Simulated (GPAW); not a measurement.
# zigzag Mo chain, bond 2.521 A: a ladder in the plane-wave cutoff, part 2 of 2

Aim: see how far moments and order energies of zigzag Mo chain, bond 2.521 A move with the plane-wave cutoff, and what each rung costs.

GPAW 26.7.0; PBE; plane waves with GPAW's PAW setups, scalar-relativistic.

So far, largest spin moment in the augmentation sphere (μB): step 2 (rung 1 (250 eV), start ferro ++) 0.151; step 5 (antiferromagnetic, cutoff 325 eV, start moments [1.0, -1.0] μB) 1.84; step 6 (cutoff 400 eV) 0.255; step 7 (antiferromagnetic, cutoff 400 eV, start moments [1.0, -1.0] μB) 1.86; step 8 (cutoff 500 eV) 0.256.

### 9. Rung 4 (500 eV), start antiferro +-

File order2.py:

```python
import json
import numpy as np
from ase import Atoms
from ase.parallel import paropen, parprint
from gpaw import GPAW

atoms = Atoms(['Mo', 'Mo'],
    cell=[[12.0, 0.0, 0.0],
         [0.0, 12.0, 0.0],
         [0.0, 0.0, 3.0252]],
    scaled_positions=[[0.41596667, 0.5, 0.0],
         [0.58403333, 0.5, 0.5]],
    pbc=True,
    magmoms=[1.0, -1.0])
atoms.calc = GPAW(mode={'name': 'pw', 'ecut': 500},
    xc='PBE',
    kpts={'size': (1, 1, 10), 'gamma': True},
    occupations={'name': 'fermi-dirac', 'width': 0.1},
    convergence={'density': 1e-05, 'energy': 1e-05},
    maxiter=200,
    symmetry={'tolerance': 1e-4},
    txt='order2.txt')
e = atoms.get_potential_energy(force_consistent=True)
res = {'free_energy': e, 'energy_sigma0': atoms.get_potential_energy(), 'fermi_energy': atoms.calc.get_fermi_level()}
res['moments'] = atoms.get_magnetic_moments().tolist()
res['total'] = atoms.get_magnetic_moment()
parprint('site moments (muB):', np.round(res['moments'], 3))
parprint(f"total moment: {res['total']:.3f} muB")
parprint(f'free energy: {e:.6f} eV')
atoms.calc.write('order2.gpw')
with paropen('results.json', 'w') as f:
    json.dump(res, f)
```

Launch:

```
> OMP_NUM_THREADS=1 python3 order2.py > order2.log
```

What it wrote:

```text
site moments (muB): [ 1.86 -1.86]
total moment: -0.000 muB
free energy: -15.352210 eV

--- order2.txt ---
Input parameters:
  mode=PW(ecut=500),
  convergence={'density': 1e-05, 'energy': 1e-05},
  kpts=MonkhorstPack(size=(1, 1, 10), gamma=True),
  maxiter=200,
  occupations=Occupations(name='fermi-dirac', width=0.1),
  symmetry=Symmetry(tolerance=0.0001),
  xc=XC(name='PBE')

Diagonalizing LCAO Hamiltonian
[...]
|          8 |        -6.359 |     1.000 |        -6.359 |     1.000 |
|          9 |        -5.749 |     1.000 |        -5.749 |     1.000 |
[...]
|         17 |        -1.386 |     0.000 |        -1.386 |     0.000 |
|         18 |        -0.933 |     0.000 |        -0.933 |     0.000 |
|         19 |        -0.205 |     0.000 |        -0.205 |     0.000 |
|         20 |         0.090 |     0.000 |         0.090 |     0.000 |

No gap
No difference between direct/indirect transitions


[key lines of the parts left out:]
Free energy:     -15.352210
Converged in 19 steps
dipole moment: (0.000005, 0.000003, -11.216522)  # |e|*Ang
Fermi level: -2.352
```

It took 69 s on 1 MPI rank of Intel Xeon Platinum 8488C (Sapphire Rapids), shared host; peak memory 0.35 GiB.

Read from the output:

- magnetization: 0 μB
- final state: antiferromagnetic
- largest moment: 1.860 μB

This start lies -172.6 meV a seeded atom from the first, a change of -0.2 meV since rung 3; its largest moment is 1.86 μB.

### 10. Rung 5 (650 eV), start ferro ++

File order1.py:

```python
import json
import numpy as np
from ase import Atoms
from ase.parallel import paropen, parprint
from gpaw import GPAW

atoms = Atoms(['Mo', 'Mo'],
    cell=[[12.0, 0.0, 0.0],
         [0.0, 12.0, 0.0],
         [0.0, 0.0, 3.0252]],
    scaled_positions=[[0.41596667, 0.5, 0.0],
         [0.58403333, 0.5, 0.5]],
    pbc=True,
    magmoms=[1.0, 1.0])
atoms.calc = GPAW(mode={'name': 'pw', 'ecut': 650},
    xc='PBE',
    kpts={'size': (1, 1, 10), 'gamma': True},
    occupations={'name': 'fermi-dirac', 'width': 0.1},
    convergence={'density': 1e-05, 'energy': 1e-05},
    maxiter=200,
    symmetry={'tolerance': 1e-4},
    txt='order1.txt')
e = atoms.get_potential_energy(force_consistent=True)
res = {'free_energy': e, 'energy_sigma0': atoms.get_potential_energy(), 'fermi_energy': atoms.calc.get_fermi_level()}
res['moments'] = atoms.get_magnetic_moments().tolist()
res['total'] = atoms.get_magnetic_moment()
parprint('site moments (muB):', np.round(res['moments'], 3))
parprint(f"total moment: {res['total']:.3f} muB")
parprint(f'free energy: {e:.6f} eV')
atoms.calc.write('order1.gpw')
with paropen('results.json', 'w') as f:
    json.dump(res, f)
```

Launch:

```
> OMP_NUM_THREADS=1 python3 order1.py > order1.log
```

What it wrote:

```text
site moments (muB): [0.256 0.256]
total moment: 0.867 muB
free energy: -15.014503 eV

--- order1.txt ---
Input parameters:
  mode=PW(ecut=650),
  convergence={'density': 1e-05, 'energy': 1e-05},
  kpts=MonkhorstPack(size=(1, 1, 10), gamma=True),
  maxiter=200,
  occupations=Occupations(name='fermi-dirac', width=0.1),
  symmetry=Symmetry(tolerance=0.0001),
  xc=XC(name='PBE')

Diagonalizing LCAO Hamiltonian
[...]
|          8 |        -6.277 |     1.000 |        -6.081 |     1.000 |
|          9 |        -6.151 |     1.000 |        -5.967 |     1.000 |
[...]
|         18 |        -1.370 |     0.000 |        -1.142 |     0.000 |
|         19 |        -0.973 |     0.000 |        -0.824 |     0.000 |
|         20 |        -0.111 |     0.000 |         0.065 |     0.000 |
|         21 |         0.522 |     0.000 |         0.727 |     0.000 |

No gap
No difference between direct/indirect transitions


[key lines of the parts left out:]
Free energy:     -15.014503
Converged in 19 steps
dipole moment: (0.000003, 0.000003, -11.236138)  # |e|*Ang
Fermi level: -2.478
```

Elapsed: 94 s, on 1 MPI rank; peak memory 0.47 GiB.

Read from the output:

```yaml
magnetization: 0.8672 μB
final_state: ferromagnetic
largest_moment: 0.2564 μB
```

The largest moment is that of rung 4, at 1.7 times its CPU time.

### 11. Rung 5 (650 eV), start antiferro +-

order2.py is the script of step 9 with these lines changed:

```diff
@@ -14,3 +14,3 @@
     magmoms=[1.0, -1.0])
-atoms.calc = GPAW(mode={'name': 'pw', 'ecut': 500},
+atoms.calc = GPAW(mode={'name': 'pw', 'ecut': 650},
     xc='PBE',
```

Launch:

```
> OMP_NUM_THREADS=1 python3 order2.py > order2.log
```

What it wrote:

```text
site moments (muB): [ 1.861 -1.861]
total moment: 0.000 muB
free energy: -15.360015 eV

--- order2.txt ---
Input parameters:
  mode=PW(ecut=650),
  convergence={'density': 1e-05, 'energy': 1e-05},
  kpts=MonkhorstPack(size=(1, 1, 10), gamma=True),
  maxiter=200,
  occupations=Occupations(name='fermi-dirac', width=0.1),
  symmetry=Symmetry(tolerance=0.0001),
  xc=XC(name='PBE')

Diagonalizing LCAO Hamiltonian
[...]
|          8 |        -6.359 |     1.000 |        -6.359 |     1.000 |
|          9 |        -5.749 |     1.000 |        -5.749 |     1.000 |
[...]
|         17 |        -1.386 |     0.000 |        -1.386 |     0.000 |
|         18 |        -0.933 |     0.000 |        -0.933 |     0.000 |
|         19 |        -0.205 |     0.000 |        -0.205 |     0.000 |
|         20 |         0.090 |     0.000 |         0.090 |     0.000 |

No gap
No difference between direct/indirect transitions


[key lines of the parts left out:]
Free energy:     -15.360015
Converged in 19 steps
dipole moment: (0.000001, 0.000003, -11.216542)  # |e|*Ang
Fermi level: -2.352
```

Run time: 88 s. Hardware: 1 MPI rank; peak memory 0.47 GiB.

This step gave:

```yaml
magnetization: 0 μB
final_state: antiferromagnetic
largest_moment: 1.861 μB
```

This start lies -172.8 meV a seeded atom from the first, a change of -0.1 meV since rung 4; its largest moment is 1.86 μB.

### 12. Rung 6 (800 eV), start ferro ++

order1.py is the script of step 10 with these lines changed:

```diff
@@ -14,3 +14,3 @@
     magmoms=[1.0, 1.0])
-atoms.calc = GPAW(mode={'name': 'pw', 'ecut': 650},
+atoms.calc = GPAW(mode={'name': 'pw', 'ecut': 800},
     xc='PBE',
```

Launch:

```
> OMP_NUM_THREADS=1 python3 order1.py > order1.log
```

What it wrote:

```text
site moments (muB): [0.256 0.256]
total moment: 0.868 muB
free energy: -15.015923 eV

--- order1.txt ---
Input parameters:
  mode=PW(ecut=800),
  convergence={'density': 1e-05, 'energy': 1e-05},
  kpts=MonkhorstPack(size=(1, 1, 10), gamma=True),
  maxiter=200,
  occupations=Occupations(name='fermi-dirac', width=0.1),
  symmetry=Symmetry(tolerance=0.0001),
  xc=XC(name='PBE')

Diagonalizing LCAO Hamiltonian
[...]
|          8 |        -6.277 |     1.000 |        -6.081 |     1.000 |
|          9 |        -6.151 |     1.000 |        -5.967 |     1.000 |
[...]
|         18 |        -1.370 |     0.000 |        -1.142 |     0.000 |
|         19 |        -0.973 |     0.000 |        -0.824 |     0.000 |
|         20 |        -0.111 |     0.000 |         0.065 |     0.000 |
|         21 |         0.522 |     0.000 |         0.727 |     0.000 |

No gap
No difference between direct/indirect transitions


[key lines of the parts left out:]
Free energy:     -15.015923
Converged in 18 steps
dipole moment: (0.000003, 0.000003, -11.236144)  # |e|*Ang
Fermi level: -2.478
```

Wall time 1.8 min (1 MPI rank); peak memory 0.6 GiB.

This step gave:

```yaml
magnetization: 0.8675 μB
final_state: ferromagnetic
largest_moment: 0.2565 μB
```

The largest moment is that of rung 5, at 1.1 times its CPU time.

### 13. Rung 6 (800 eV), start antiferro +-

order2.py is the script of step 11 with these lines changed:

```diff
@@ -14,3 +14,3 @@
     magmoms=[1.0, -1.0])
-atoms.calc = GPAW(mode={'name': 'pw', 'ecut': 650},
+atoms.calc = GPAW(mode={'name': 'pw', 'ecut': 800},
     xc='PBE',
```

Launch:

```
> OMP_NUM_THREADS=1 python3 order2.py > order2.log
```

What it wrote:

```text
site moments (muB): [ 1.861 -1.861]
total moment: 0.000 muB
free energy: -15.361527 eV

--- order2.txt ---
Input parameters:
  mode=PW(ecut=800),
  convergence={'density': 1e-05, 'energy': 1e-05},
  kpts=MonkhorstPack(size=(1, 1, 10), gamma=True),
  maxiter=200,
  occupations=Occupations(name='fermi-dirac', width=0.1),
  symmetry=Symmetry(tolerance=0.0001),
  xc=XC(name='PBE')

Diagonalizing LCAO Hamiltonian
[...]
|          8 |        -6.359 |     1.000 |        -6.359 |     1.000 |
|          9 |        -5.749 |     1.000 |        -5.749 |     1.000 |
[...]
|         17 |        -1.386 |     0.000 |        -1.386 |     0.000 |
|         18 |        -0.933 |     0.000 |        -0.933 |     0.000 |
|         19 |        -0.205 |     0.000 |        -0.205 |     0.000 |
|         20 |         0.090 |     0.000 |         0.090 |     0.000 |

No gap
No difference between direct/indirect transitions


[key lines of the parts left out:]
Free energy:     -15.361527
Converged in 19 steps
dipole moment: (0.000001, 0.000003, -11.216544)  # |e|*Ang
Fermi level: -2.352
```

Run time: 2 min. Hardware: 1 MPI rank; peak memory 0.6 GiB.

This step gave:

```
magnetization  : 0 μB
final state    : antiferromagnetic
largest moment : 1.861 μB
```

This start lies -172.8 meV a seeded atom from the first, a change of -0.0 meV since rung 5; its largest moment is 1.86 μB.

### 14. Another try

An input with a fault is tried, to see how the program answers.

run.py, as its differences from order2.py of step 13:

```diff
@@ -13,4 +13,5 @@
     pbc=True,
-    magmoms=[1.0, -1.0])
-atoms.calc = GPAW(mode={'name': 'pw', 'ecut': 800},
+    magmoms=[1.0, 1.0])
+atoms.set_cell(atoms.cell * 1.8897, scale_atoms=True)
+atoms.calc = GPAW(mode={'name': 'pw', 'ecut': 550},
     xc='PBE',
@@ -19,5 +20,5 @@
     convergence={'density': 1e-05, 'energy': 1e-05},
-    maxiter=200,
+    maxiter=60,
     symmetry={'tolerance': 1e-4},
-    txt='order2.txt')
+    txt='run.txt')
 e = atoms.get_potential_energy(force_consistent=True)
@@ -29,3 +30,3 @@
 parprint(f'free energy: {e:.6f} eV')
-atoms.calc.write('order2.gpw')
+atoms.calc.write('run.gpw')
 with paropen('results.json', 'w') as f:
```

Launch:

```
> OMP_NUM_THREADS=1 python3 run.py > run.log
```

What it wrote:

```text
Input parameters:
  mode=PW(ecut=550),
  convergence={'density': 1e-05, 'energy': 1e-05},
  kpts=MonkhorstPack(size=(1, 1, 10), gamma=True),
  maxiter=60,
  occupations=Occupations(name='fermi-dirac', width=0.1),
  symmetry=Symmetry(tolerance=0.0001),
  xc=XC(name='PBE')

Diagonalizing LCAO Hamiltonian
Converting LCAO to pw mode
               .-------------------------------------------------------.
              /|                                                       |
             / |                                                       |
            /  |                                                       |
           /   |                                                       |
          /    |                                                       |
         /     |                                                       |
        /      .-------------------------------------------------------.
       /      /                                                       /
      /      /                                                       /
     /      /                                                       /
    /      /                             Mo                        /
   /      /                                                       /
  /      /                                                       /
 *      /                      Mo                               /
 |     /                                                       /
 |    /                                                       /
 |   /                                                       /
 |  /                                                       /
 | /                                                       /
 |/                                                       /
 *-------------------------------------------------------*

Atoms  # Å, Bohr magnetons
|   | symbol |         x |         y |        z |    initial magnetic moments |
|---|--------|-----------|-----------|----------|-----------------------------|
| 0 |     Mo |  9.432627 | 11.338200 | 0.000000 | ( 0.0000,  0.0000,  1.0000) |
| 1 |     Mo | 13.243773 | 11.338200 | 2.858360 | ( 0.0000,  0.0000,  1.0000) |

Number of symmetries: 4

BZ-sampling:
  Number of BZ points: 10
  Number of IBZ points: 6

  Monkhorst-Pack size: [1, 1, 10]
  Monkhorst-Pack shift: [0.0, 0.0, 0.05]

Plane wave coefficients: 86194
Cutoff: 550.0 eV

Spin-components: 2 (collinear spins)
Bands:           22
Projectors:      12
Spin-degeneracy: 1
Datatype:        complex128

Parallelization:
  kpt:    1
  domain: 1
  band:   1

Density:
  Valence electrons: 28.0
  Components: 2
  Grid points: [125 125  32]
  Charge: 0.0  # |e|

Potential:
  Grid points: [125 125  32]

[... setups left out ...]
Reference energy: -220268.145263  # eV

convergence criteria:
- Maximum integral of absolute [dens]ity change: 1e-05 electrons / valence electron
- Maximum [total energy] change in last 3 cyles: 1e-05 eV / valence electron
- Maximum integral of absolute [eigenst]ate change: 4e-08 eV^2 / valence electron
maximum number of iterations: 60

SCF iterations
|iter     |      energy | eigst |  dens |  magmom |
|---------|-------------|-------|-------|---------|
|iter:   1|       0s |   -5.139164 | +0.35 |       |  +1.9774|
|iter:   2|      37s |   -4.905096 | -1.25 | -0.49 |  +2.2497|
|iter:   3|      75s |  -10.009032 | -0.78 | -0.50 |  +9.2173|
|iter:   4|     114s |  -10.121565 | -0.55 | -0.82 | +12.2867|
|iter:   5|     153s |   -9.913957 | -1.02 | -1.17 | +12.4758|
|iter:   6|     192s |  -10.116118 | -1.02 | -1.38 | +11.6963|
```

Wall time 4 min (1 MPI rank); peak memory 1.9 GiB.

The run was cut off at its time limit.

The fault put into the input: a cell typed in bohr.

The script takes ångström, so this cell is 1.89 times too wide.

### 15. The rungs together

Ladder, by row:

```
rung  cutoff (eV)  state from the first start  state from the second start  second less first (meV a seeded atom)  moment, first (μB)  moment, second (μB)  CPU time (s)
   1          250               ferromagnetic            antiferromagnetic                                 -159.8              0.1515                1.766          80.3
   2          325               ferromagnetic            antiferromagnetic                                 -169.5              0.2499                1.838         66.14
   3          400               ferromagnetic            antiferromagnetic                                 -172.5              0.2545                1.858         83.26
   4          500               ferromagnetic            antiferromagnetic                                 -172.6              0.2562                 1.86         123.7
   5          650               ferromagnetic            antiferromagnetic                                 -172.8              0.2564                1.861         182.2
   6          800               ferromagnetic            antiferromagnetic                                 -172.8              0.2565                1.861         223.1
```

### 16. Outcome

| Property | Result |
| --- | --- |
| range of the moment in the table, second start | 1.77 to 1.86 μB |
| range of CPU time | 66 s to 3.7 min |
| range of the energy difference | -173 to -160 meV a seeded atom |
| first rung from which all stay within 8.6 meV of the last | 2 |

**Reading.** From rung 2 on the result stays within 3.3 meV of the last rung, inside the margin of 8.6 meV set for it, at 30 % of the last rung's cost. The second start ends lower on every rung of the table; whether functional and cell give the true order is another question.

[Logs and program files are shortened in this print: banners, set-up blocks, solver, clock and traceback lines can be left out without a mark of their own.]

[Logs are printed without paths, hosts, clocks, repeated set-up lines and the standing remarks that a program may print on its own settings, such as how far it seeks lower states.]

[Hosts, paths, dates, database ids (printed as entryN), source tags and the programs' standing remarks are cut or masked in the printed files.]

[Where a cell is said to come from a database of computed structures, the database is the Materials Project.]
